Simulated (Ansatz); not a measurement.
# SiO2 (P3_221): converging the G0W0 gap

How do accuracy and time trade against each other in G0W0 on SiO2 (P3_221)?

Calculated with Ansatz 0.2.0; G0W0 on PBE, plane waves, PAW.

### 1. Set-up

Symmetry: P3_221, No. 154, trigonal system. Conventional cell: a = 4.916 Å, b = 4.916 Å, c = 5.408 Å, α = 90.00°, β = 90.00°, γ = 120.00°. Nearest to Si lie 4 O at 1.61 Å. Nearest to O lie 2 Si at 1.61 Å. Farther neighbours and most contacts between anions are not listed.

Coordinates:

```cif
data_structure
_symmetry_space_group_name_H-M 'P 1'
_symmetry_Int_Tables_number 1
_cell_length_a 4.9164
_cell_length_b 4.9164
_cell_length_c 5.4084
_cell_angle_alpha 90.000
_cell_angle_beta 90.000
_cell_angle_gamma 120.000
_cell_volume 113.21
loop_
_atom_site_label
_atom_site_type_symbol
_atom_site_fract_x
_atom_site_fract_y
_atom_site_fract_z
_atom_site_occupancy
Si1 Si 0.46973 0.00000 0.66667 1
Si2 Si 0.00000 0.46973 0.33333 1
Si3 Si 0.53027 0.53027 0.00000 1
O4 O 0.41354 0.26758 0.78558 1
O5 O 0.73242 0.14596 0.45225 1
O6 O 0.85404 0.58646 0.11891 1
O7 O 0.26758 0.41354 0.21442 1
O8 O 0.14596 0.73242 0.54775 1
O9 O 0.58646 0.85404 0.88109 1
```

The cell and positions come from the Crystallography Open Database and are kept as given unless a step says otherwise.

### 2. 296 empty bands, screening to 110 eV

Now the one-shot GW correction: screening in the RPA, then the self-energy of the levels asked for. This step takes hard PAW files.

File input.yaml:

```yaml
crystal:
  lattice:
    - [4.91636, 0.0, 0.0]
    - [-2.45818, 4.2576926541, 0.0]
    - [0.0, 0.0, 5.4084]
  atoms:
    - { symbol: Si, position: [0.46973, 0.0, 0.6666666667] }
    - { symbol: Si, position: [0.0, 0.46973, 0.3333333333] }
    - { symbol: Si, position: [0.53027, 0.53027, 0.0] }
    - { symbol: O, position: [0.41354, 0.26758, 0.78558] }
    - { symbol: O, position: [0.73242, 0.14596, 0.4522466667] }
    - { symbol: O, position: [0.85404, 0.58646, 0.1189133333] }
    - { symbol: O, position: [0.26758, 0.41354, 0.21442] }
    - { symbol: O, position: [0.14596, 0.73242, 0.5477533333] }
    - { symbol: O, position: [0.58646, 0.85404, 0.8810866667] }
kpoints:
  mp_grid: { grid: [6, 6, 4] }
hamiltonian:
  xc: pbe
  pseudopotentials: { kind: paw, source: ansatz }
scf:
  occupations: { method: fixed }
gw:
  n_empty_bands: 296
  ecut_chi: 110.0
  qp_bands: [v3, c3]
  qp_kpoints: band_edges
  screening: { model: contour_deformation }
```

Launch:

```
$ ansatz run input.yaml --threads 4 --pin off --max-ram 138240MiB --backend cuda --events-out ev --progress --plain --runs-dir out --devices 1 --max-vram 26GiB
```

Numbers of over 12 decimals in the logs are rounded to 6 here.

The program printed:

```text
GPUs: using 1 of 1 available (devices: 1).
Engine: ansatz 0.2.0, x86_64-unknown-linux-gnu
Pseudopotentials: kind: paw
Pseudopotential: Si, paw, valence charge 4, recommended cutoff 460 eV (normal), Si.paw.azcp
Pseudopotential: O, paw, valence charge 6, recommended cutoff 930 eV (normal), O.paw.azcp
Functional definition: PBE
  parameter kappa = 0.804
  parameter beta = 0.066725
  exchange = pbe_x(kappa = kappa, mu = beta*pi^2/3)
  correlation = pbe_c(beta = beta)
device memory: the entry about to start is reckoned to put 3.2 GiB on a device that reports 52.5 GiB free (of which the cap on the GPU budget leaves the run 26.0 GiB)
GPU FFT provider: cuFFT
GPU libraries: cuBLAS 13.8.2, cuFFT 12.4.0, cuSOLVER 12.3.4
Crystal: 9 atoms, lattice volume = 113.211 Å³
Basis set: ecut = 930 eV, 7287 PW (Γ)
Bands: 33, of which v1, the nominal top of the filled ones, is band 24 counted from 1 (23 counted from 0)
Symmetry: 6 space group operations
Space group: P3221 (ITA 154), of the structure as read, at distance tolerance 4.8e-5 Å
k-points: 24 of 144 (time reversal used)
Non-local potential: Si, projectors of the file, l = 0: 2, l = 1: 3, l = 2: 1
Non-local potential: O, projectors of the file, l = 0: 2, l = 1: 2, l = 2: 1
PAW form: soft (Blöchl's): semilocal exchange-correlation on the pseudo side does not see the compensation charge
PAW one-centre angular grid: Si, 110 points (default); XC on 64 Gauss nodes
PAW one-centre angular grid: O, 110 points (default); XC on 64 Gauss nodes
Initial density: superposition of atomic densities (chi_scale 0.1, normalization cell, long waves kept (reshape's long-wave potential 0.01 eV rms))
Initial wavefunctions: pseudopotential atomic-orbital guess
GPU buffer pool allocated for 230400 grid points (all kernels)
GPU transforms: local potential and band sums: pruned to the plane-wave sphere, on 50×50×54
Functional: x = pbe(κ = 0.804, μ = 0.219515), c = pbe(β = 0.066725)
SCF iter   1: F=—  HF=-5327.200699 eV  |F-HF|=—  |Δ(HF+E_count)|=         —  Δρ=1.37e-1  dr2=1.86e1  ethr=3.10e-3  ⟨swp⟩=6.0  Hψ=3846  notcnv=0  defer=151
preconditioner: auto → Resta (q_TF=auto, 2.365 Å⁻¹)  ε∞=2.7  [insulator: Δε(μ)=7.419 eV  Ē_g=18.278 eV  n_scr=22 (ndim 8)  ℏωp=24.2 eV  f_vac=0.003  ε∞_Penn≈2.7]
SCF iter   2: F=—  HF=-5321.907251 eV  |F-HF|=—  |Δ(HF+E_count)|=    5.29e0  Δρ=4.57e-2  dr2=9.67e-1  ethr=3.10e-3  ⟨swp⟩=4.0  Hψ=2113  notcnv=0  defer=151
SCF iter   3: F=—  HF=-5321.856841 eV  |F-HF|=—  |Δ(HF+E_count)|=   5.04e-2  Δρ=2.26e-2  dr2=3.07e-1  ethr=2.02e-3  ⟨swp⟩=1.9  Hψ=1024  notcnv=0  defer=157
SCF iter   4: F=—  HF=-5321.874107 eV  |F-HF|=—  |Δ(HF+E_count)|=   1.73e-2  Δρ=1.62e-3  dr2=2.59e-3  ethr=6.40e-4  ⟨swp⟩=3.0  Hψ=1295  notcnv=0  defer=162
SCF iter   5: F=—  HF=-5321.878707 eV  |F-HF|=—  |Δ(HF+E_count)|=   4.60e-3  Δρ=4.13e-4  dr2=9.42e-5  ethr=5.40e-6  ⟨swp⟩=3.1  Hψ=1197  notcnv=0  defer=166
SCF iter   6: F=—  HF=-5321.878917 eV  |F-HF|=—  |Δ(HF+E_count)|=   2.10e-4  Δρ=6.68e-5  dr2=3.38e-6  ethr=1.96e-7  ⟨swp⟩=2.0  Hψ=1402  notcnv=0  defer=166
SCF iter   7: F=-5321.878929 eV  HF=-5321.878929 eV  |F-HF|=2.39e-7  |Δ(HF+E_count)|=   1.20e-5  Δρ=8.77e-6  dr2=7.23e-8  ethr=2.08e-10  ⟨swp⟩=15.8  Hψ=5467  notcnv=0
SCF 1 converged in 7 iterations: F = -5321.878929 eV  dr2 = 7.23e-8
  greatest PAW one-centre occupation: 0.514 electrons in one spin orbital (limit 2), on the O atom at site 8 (counted from 0), in its partial waves of l = 0
device memory: the entry about to start is reckoned to put 3.0 GiB (of the 3.5 GiB reckoned in all, the device holds 0.4 GiB already) on a device that reports 52.1 GiB free (of which the cap on the GPU budget leaves the run 25.6 GiB)
NSCF: frozen V_eff on 24 k-points, pencils in batches of 32, up to order 132
the band table was solved once the SCF had ended and its energy, with any forces and stress, was formed, with the checks that follow a solve (3927 applications of the Hamiltonian). They found nothing against the state; the energy, forces and stress were not computed again (output.eigenvalues in the input reference)
device memory: the entry about to start is reckoned to put 8.5 GiB on a device that reports 52.5 GiB free (of which the cap on the GPU budget leaves the run 26.0 GiB)
NSCF: frozen V_eff on 24 k-points
G₀W₀ screening: q 1/24
[... further progress lines ...]
SCF converged after 7 iterations
Free energy (F): -5321.878929 eV
Harris-Foulkes:  -5321.878929 eV  (|F-HF|=2.39e-7)
Internal energy: -5321.878929 eV  (E = F + TS)
E sigma→0 (E₀):  -5321.878929 eV
Fermi energy:    2.523742 eV
--- Per-component energies (eV) ---
  E_band       = -206.147747
  E_kinetic    = 1614.909798
  E_local      = -3579.368640  (includes V_loc(G=0)·N_el)
  E_nonlocal   = 579.839183
  E_hartree    = 1068.103909
  E_xc         = -719.671573
  E_vxc        = -832.942399  (∫ρ·V_xc dr)
  E_paw        = -2395.393965  (= ΣΔE_a)
  E_vpaw       = -124.789691  (= ΣTr[D̂ρ^β])
  E_aug_tail   = -0.000001  (compensation charges beyond the density's cutoff)
  E_ewald      = -1890.297640
  E_smearing   = -0.000000  (= −TS)
  E_closure    = 0.000000  (closes the sum)
  Σ components = -5321.878929   (vs F -5321.878929, Δ=0.00e0)
--- Band table (eV; the first three rows and the last of 24) ---
  k-point 0: bands = [... 20 lower, 1.5191, 1.8353, 2.2084, 2.2084, 8.5187, 11.8382, 11.8382, 12.2965, ... 5 higher]
  k-point 1: bands = [... 20 lower, 1.4475, 1.9877, 2.2987, 2.4271, 9.1174, 11.6773, 11.7720, 11.7952, ... 5 higher]
  k-point 2: bands = [... 20 lower, 1.3156, 2.3074, 2.3074, 2.4334, 10.4712, 10.4712, 11.5842, 12.2757, ... 5 higher]
  k-point 23: bands = [... 20 lower, 1.5889, 1.7601, 1.9403, 1.9403, 11.5281, 12.3189, 12.3189, 12.6256, ... 5 higher]
--- G₀W₀: contour deformation, 5 samples at zero and on the imaginary axis and 2 off it, 144 q-points, 296 empty bands' worth ---
  eigenvalues of the whole cell's RPA ε∞ on this k-mesh (on a slab, of 1 + 4πα/V) = 2.3444, 2.3444, 2.3734; static W/v taken at q = 0 is 0.424378
  bands read: the sum over 320 bands ends inside a degenerate multiplet in 1 slot, whose members it reads at an even weight; the widest, k=23: bands 320 to 321 (counted from 1) at 1/2 each
  gw.qp_kpoints: band_edges: 23 of 24 stored k-points solved, in 1 pass; an edge of the gap read off the rows below is read off those points alone
    valence top: of the k-points left out ik 23 came nearest to being solved in a further pass, in band 24 (counted from 1, as in the quasiparticle table): it holds the edge there only if its correction is more favourable than any solved in that band by at least 0.583 eV; those differ by 0.062 eV
    conduction bottom: of the k-points left out ik 23 came nearest to being solved in a further pass, in band 25 (counted from 1, as in the quasiparticle table): it holds the edge there only if its correction is more favourable than any solved in that band by at least 3.009 eV; those differ by 0.736 eV
    ik  band        ε_KS         Σx   Σc(E_QP)       V_xc       Z   E_QP_lin       E_QP  E_QP is
     0    22      1.8353   -26.3860     4.3164   -20.2969  0.8075     0.0362     0.0628  root
     0    23      2.2084   -26.2744     4.2370   -20.3094  0.8091     0.4561     0.4805  root
     0    24      2.2084   -26.2744     4.2370   -20.3094  0.8091     0.4561     0.4805  root
     0    25      8.5187    -7.8463    -3.4060   -12.4292  0.8679     9.7022     9.6955  root
     0    26     11.8382    -6.5322    -3.8817   -11.9051  0.8589    13.3428    13.3294  root
     0    27     11.8382    -6.5322    -3.8817   -11.9051  0.8589    13.3428    13.3294  root
     1    22      1.9877   -26.4942     4.3061   -20.4377  0.8078     0.2119     0.2374  root
     1    23      2.2987   -26.5662     4.2795   -20.5694  0.8084     0.5574     0.5814  root
     1    24      2.4271   -26.7411     4.2624   -20.7962  0.8092     0.7222     0.7448  root
     1    25      9.1174    -8.2787    -3.4065   -12.9468  0.8642    10.3870    10.3790  root
     1    26     11.6773    -6.6979    -3.9334   -12.1403  0.8599    13.1997    13.1863  root
     1    27     11.7720    -8.0056    -3.8012   -13.4051  0.8532    13.3862    13.3704  root
     2    22      2.3074   -26.7663     4.2909   -20.7752  0.8085     0.5839     0.6072  root
     2    23      2.3074   -26.7663     4.2909   -20.7752  0.8085     0.5839     0.6072  root
     2    24      2.4334   -26.7578     4.2752   -20.7890  0.8087     0.7168     0.7398  root
     2    25     10.4712    -8.7110    -3.5135   -13.6621  0.8572    11.9202    11.9087  root
     2    26     10.4712    -8.7110    -3.5135   -13.6621  0.8572    11.9202    11.9087  root
     2    27     11.5842    -4.4875    -3.8318    -9.5049  0.8689    12.7778    12.7698  root
     3    22      1.7389   -26.2396     4.3134   -20.1372  0.8075    -0.0773    -0.0500  root
     3    23      2.2626   -26.4813     4.2626   -20.5040  0.8088     0.5241     0.5480  root
     3    24      2.2979   -26.4672     4.2504   -20.5064  0.8090     0.5639     0.5876  root
     3    25      8.9429    -8.1600    -3.4065   -12.8044  0.8652    10.1884    10.1808  root
     3    26     11.8131    -6.8001    -3.9278   -12.2658  0.8584    13.3653    13.3511  root
     3    27     11.8761    -6.7115    -3.9536   -12.2038  0.8583    13.4291    13.4147  root
[...]
21    26     11.4477    -8.5211    -3.7485   -13.8468  0.8534    13.0400    13.0249  root
    21    27     11.9402    -8.6118    -3.6961   -13.9228  0.8512    13.5712    13.5549  root
    22    22      1.9753   -26.4254     4.2903   -20.3935  0.8080     0.2086     0.2338  root
    22    23      2.0141   -26.5434     4.3017   -20.5127  0.8077     0.2604     0.2851  root
    22    24      2.3254   -26.5764     4.2582   -20.6148  0.8090     0.5986     0.6220  root
    22    25     11.4499    -9.8743    -4.0366   -15.7617  0.8484    13.3222    13.3007  root
    22    26     11.7612    -7.2640    -3.6575   -12.3205  0.8579    13.1720    13.1603  root
    22    27     12.1276    -8.4783    -3.7531   -13.8536  0.8511    13.7664    13.7498  root
```

Wall time 68 s (1 × NVIDIA H100 80GB HBM3 (shared by 3 runs) with 4 threads of AMD EPYC 7R13 (Zen 3), shared host); peak memory 2.5 GiB.

In the SCF lines HF is the Harris–Foulkes energy and dr2 the Hartree energy of the density residual, in eV; the loop may stop once dr2 is under the threshold and the program's other checks hold. Hψ counts applications of the Hamiltonian.

This step gave:

```yaml
bands_summed: 320
rpa_eps_infinity_on_this_mesh_eigenvalues: 2.344, 2.344, 2.373
plane_waves_in_the_screening_matrix: 303
q_points_in_the_mesh: 144
g0w0_gap_on_the_mesh: 8.838 eV
k_of_the_valence_top: 0.3333, 0.3333, 0
k_of_the_conduction_bottom: 0, 0, 0
starting_gap_on_the_mesh: 5.995 eV
z_at_the_valence_top: 0.8094
z_at_the_conduction_bottom: 0.8679
least_direct_g0w0_gap_on_the_computed_points: 9.215 eV
```

The gap on the mesh goes from 5.99 eV to 8.84 eV, a correction of +2.84 eV. Between the two edge states, bare exchange in place of the xc potential would open the gap by 10.50 eV, and correlation takes back 7.66 eV.

### 3. 673 empty bands, screening to 190 eV

Bands and screening cutoff are moved together, since each hides the error of the other.

Changes to input.yaml since step 2:

```diff
@@ -23,4 +23,4 @@
 gw:
-  n_empty_bands: 296
-  ecut_chi: 110.0
+  n_empty_bands: 673
+  ecut_chi: 190.0
   qp_bands: [v3, c3]
```

The program printed:

```text
GPUs: using 1 of 1 available (devices: 1).
[...]
GPU FFT provider: cuFFT
GPU libraries: cuBLAS 13.8.2, cuFFT 12.4.0, cuSOLVER 12.3.4
Crystal: 9 atoms, lattice volume = 113.211 Å³
Basis set: ecut = 930 eV, 7287 PW (Γ)
Bands: 33, of which v1, the nominal top of the filled ones, is band 24 counted from 1 (23 counted from 0)
[... 1 set-up line as in the run before ...]
[...]
k-points: 24 of 144 (time reversal used)
[...]
GPU buffer pool allocated for 230400 grid points (all kernels)
[...]
SCF iter   1: F=—  HF=-5327.200699 eV  |F-HF|=—  |Δ(HF+E_count)|=         —  Δρ=1.37e-1  dr2=1.86e1  ethr=3.10e-3  ⟨swp⟩=6.0  Hψ=3846  notcnv=0  defer=151
[...]
SCF iter   7: F=-5321.878929 eV  HF=-5321.878929 eV  |F-HF|=2.39e-7  |Δ(HF+E_count)|=   1.20e-5  Δρ=8.77e-6  dr2=7.23e-8  ethr=2.08e-10  ⟨swp⟩=15.8  Hψ=5467  notcnv=0
SCF 1 converged in 7 iterations: F = -5321.878929 eV  dr2 = 7.23e-8
[...]
NSCF: frozen V_eff on 24 k-points, pencils in batches of 32, up to order 132
[...]
NSCF: frozen V_eff on 24 k-points
G₀W₀ screening: q 1/24
[... further progress lines ...]
SCF converged after 7 iterations
Free energy (F): -5321.878929 eV
[...]
Internal energy: -5321.878929 eV  (E = F + TS)
E sigma→0 (E₀):  -5321.878929 eV
Fermi energy:    2.523742 eV
[...]
--- Band table (eV; the first three rows and the last of 24) ---
  k-point 0: bands = [... 20 lower, 1.5191, 1.8353, 2.2084, 2.2084, 8.5187, 11.8382, 11.8382, 12.2965, ... 5 higher]
  k-point 1: bands = [... 20 lower, 1.4475, 1.9877, 2.2987, 2.4271, 9.1174, 11.6773, 11.7720, 11.7952, ... 5 higher]
  k-point 2: bands = [... 20 lower, 1.3156, 2.3074, 2.3074, 2.4334, 10.4712, 10.4712, 11.5842, 12.2757, ... 5 higher]
  k-point 23: bands = [... 20 lower, 1.5889, 1.7601, 1.9403, 1.9403, 11.5281, 12.3189, 12.3189, 12.6256, ... 5 higher]
[...]
0    22      1.8353   -26.3860     4.0176   -20.2969  0.8036    -0.2731    -0.2360  root
     0    23      2.2084   -26.2744     3.9293   -20.3094  0.8051     0.1382     0.1728  root
     0    24      2.2084   -26.2744     3.9293   -20.3094  0.8051     0.1382     0.1728  root
     0    25      8.5187    -7.8463    -3.4768   -12.4292  0.8660     9.6305     9.6248  root
     0    26     11.8382    -6.5322    -4.0008   -11.9051  0.8584    13.2213    13.2103  root
     0    27     11.8382    -6.5322    -4.0008   -11.9051  0.8584    13.2213    13.2103  root
     1    22      1.9877   -26.4942     4.0025   -20.4377  0.8039    -0.1021    -0.0661  root
     1    23      2.2987   -26.5662     3.9678   -20.5694  0.8044     0.2354     0.2697  root
[...]
22    24      2.3254   -26.5764     3.9437   -20.6148  0.8050     0.2740     0.3076  root
    22    25     11.4499    -9.8743    -4.1887   -15.7617  0.8465    13.1663    13.1486  root
    22    26     11.7612    -7.2640    -3.7887   -12.3205  0.8565    13.0385    13.0291  root
    22    27     12.1276    -8.4783    -3.9055   -13.8536  0.8496    13.6107    13.5974  root
```

It took 7.1 min on 1 × NVIDIA H100 80GB HBM3 (shared by 3 runs) with 4 threads; peak memory 5.2 GiB; 13 min of CPU time.

Numbers from this step:

```
bands summed                                 : 697
RPA ε∞ on this mesh (eigenvalues)            : 2.332, 2.332, 2.362
plane waves in the screening matrix          : 673
q-points in the mesh                         : 144
G0W0 gap on the mesh                         : 9.090 eV
k of the valence top                         : 0.3333, 0.3333, 0
k of the conduction bottom                   : 0, 0, 0
starting gap on the mesh                     : 5.995 eV
Z at the valence top                         : 0.8052
Z at the conduction bottom                   : 0.8660
least direct G0W0 gap on the computed points : 9.452 eV
```

Against the run with 6×6×4 mesh, 296 empty bands, screening to 110 eV, hard PAW files, the gap moves by +0.25 eV.

### 4. 1140 empty bands, screening to 270 eV

Changes to input.yaml since step 3:

```diff
@@ -23,4 +23,4 @@
 gw:
-  n_empty_bands: 673
-  ecut_chi: 190.0
+  n_empty_bands: 1140
+  ecut_chi: 270.0
   qp_bands: [v3, c3]
```

The program printed:

```text
GPUs: using 1 of 1 available (devices: 1).
[...]
GPU FFT provider: cuFFT
GPU libraries: cuBLAS 13.8.2, cuFFT 12.4.0, cuSOLVER 12.3.4
Crystal: 9 atoms, lattice volume = 113.211 Å³
Basis set: ecut = 930 eV, 7287 PW (Γ)
Bands: 33, of which v1, the nominal top of the filled ones, is band 24 counted from 1 (23 counted from 0)
[... 1 set-up line as in the run before ...]
[...]
k-points: 24 of 144 (time reversal used)
[...]
1    23      2.2987   -26.5662     3.7900   -20.5694  0.8027     0.0506     0.0918  root
[...]
22    24      2.3254   -26.5764     3.7640   -20.6148  0.8032     0.0873     0.1278  root
    22    25     11.4499    -9.8743    -4.2881   -15.7617  0.8459    13.0648    13.0492  root
    22    26     11.7612    -7.2640    -3.8722   -12.3205  0.8560    12.9537    12.9456  root
    22    27     12.1276    -8.4783    -4.0007   -13.8536  0.8489    13.5137    13.5022  root
[key lines of the parts left out:]
SCF converged after 7 iterations
Free energy (F): -5321.878929 eV
Fermi energy:    2.523742 eV
```

Wall time 8.1 min (1 × NVIDIA H100 80GB HBM3 (shared by 3 runs) with 4 threads); peak memory 9.6 GiB.

Numbers from this step:

```
bands summed                                 : 1164
RPA ε∞ on this mesh (eigenvalues)            : 2.329, 2.329, 2.359
plane waves in the screening matrix          : 1143
G0W0 gap on the mesh                         : 9.202 eV
k of the valence top                         : 0.3333, 0.3333, 0
k of the conduction bottom                   : 0, 0, 0
starting gap on the mesh                     : 5.995 eV
least direct G0W0 gap on the computed points : 9.554 eV
```

Against the run with 6×6×4 mesh, 673 empty bands, screening to 190 eV, hard PAW files, the gap moves by +0.11 eV.

### 5. The runs together

Times are wall times on 1 × NVIDIA H100 80GB HBM3 (shared by 3 runs) with 4 threads of AMD EPYC 7R13 (Zen 3), shared host, good to a factor of about two.

| mesh | files | frequency | bands summed | cutoff (eV) | start (eV) | G0W0 (eV) | time | host memory (GiB) |
| --- | --- | --- | --- | --- | --- | --- | --- | --- |
| 6×6×4 | hard PAW | contour deformation | 320 | 110 | 5.995 | 8.838 | 68 s | 2.5 |
| 6×6×4 | hard PAW | contour deformation | 697 | 190 | 5.995 | 9.090 | 7.1 min | 5.2 |
| 6×6×4 | hard PAW | contour deformation | 1164 | 270 | 5.995 | 9.202 | 8.1 min | 9.6 |

The parts of the quasiparticle energy at the two band edges (eV; QP = start + Σx + Σc − Vxc):

| run | edge | start | Σx | Σc | Vxc | Z | QP |
| --- | --- | --- | --- | --- | --- | --- | --- |
| 320 bands | valence top | 2.52 | -26.83 | 4.25 | -20.91 | 0.81 | 0.86 |
| 320 bands | conduction bottom | 8.52 | -7.85 | -3.41 | -12.43 | 0.87 | 9.70 |
| 697 bands | valence top | 2.52 | -26.83 | 3.93 | -20.91 | 0.81 | 0.53 |
| 697 bands | conduction bottom | 8.52 | -7.85 | -3.48 | -12.43 | 0.87 | 9.62 |
| 1164 bands | valence top | 2.52 | -26.83 | 3.75 | -20.91 | 0.80 | 0.35 |
| 1164 bands | conduction bottom | 8.52 | -7.85 | -3.55 | -12.43 | 0.87 | 9.55 |

### 6. What came out

```json
{
 "320 bands, 110 eV": "8.838 eV",
 "697 bands, 190 eV": "9.090 eV",
 "1164 bands, 270 eV": "9.202 eV",
 "estimated limit in bands and cutoff": "9.37 eV",
 "mesh and start": "6×6×4, PBE"
}
```

A line in one over the bands through the two highest rungs gives 9.37 eV, +0.17 eV from the top rung; the pair below gives 9.30 eV, so the estimate is still climbing. The rungs stand 0.53 eV (320 bands), 0.28 eV (697 bands) and 0.17 eV (1164 bands) from it. From 320 to 1164 bands the gap moves by +0.36 eV while the time grows 7.2-fold. Σc changes by −0.51 eV at the valence top and −0.14 eV at the conduction bottom, so the valence edge carries most of the change. Gaps are over the mesh's points; an edge off the mesh would be missed.

[Paths, hosts, dates, memory and timing lines, banners, echoed tables and standing remarks are left out of the program output.]

[Logs are printed without paths, hosts, clocks, repeated set-up lines and the standing remarks that a program may print on its own settings, such as how far it seeks lower states.]

[Runs of the session that timed out or met a known fault of the program may be left out.]

[Cells called generated may have been cut or substituted from an entry of the Crystallography Open Database or the Materials Project.]

[Hosts, paths, dates, database ids (printed as entryN), source tags and the programs' standing remarks are cut or masked in the printed files.]
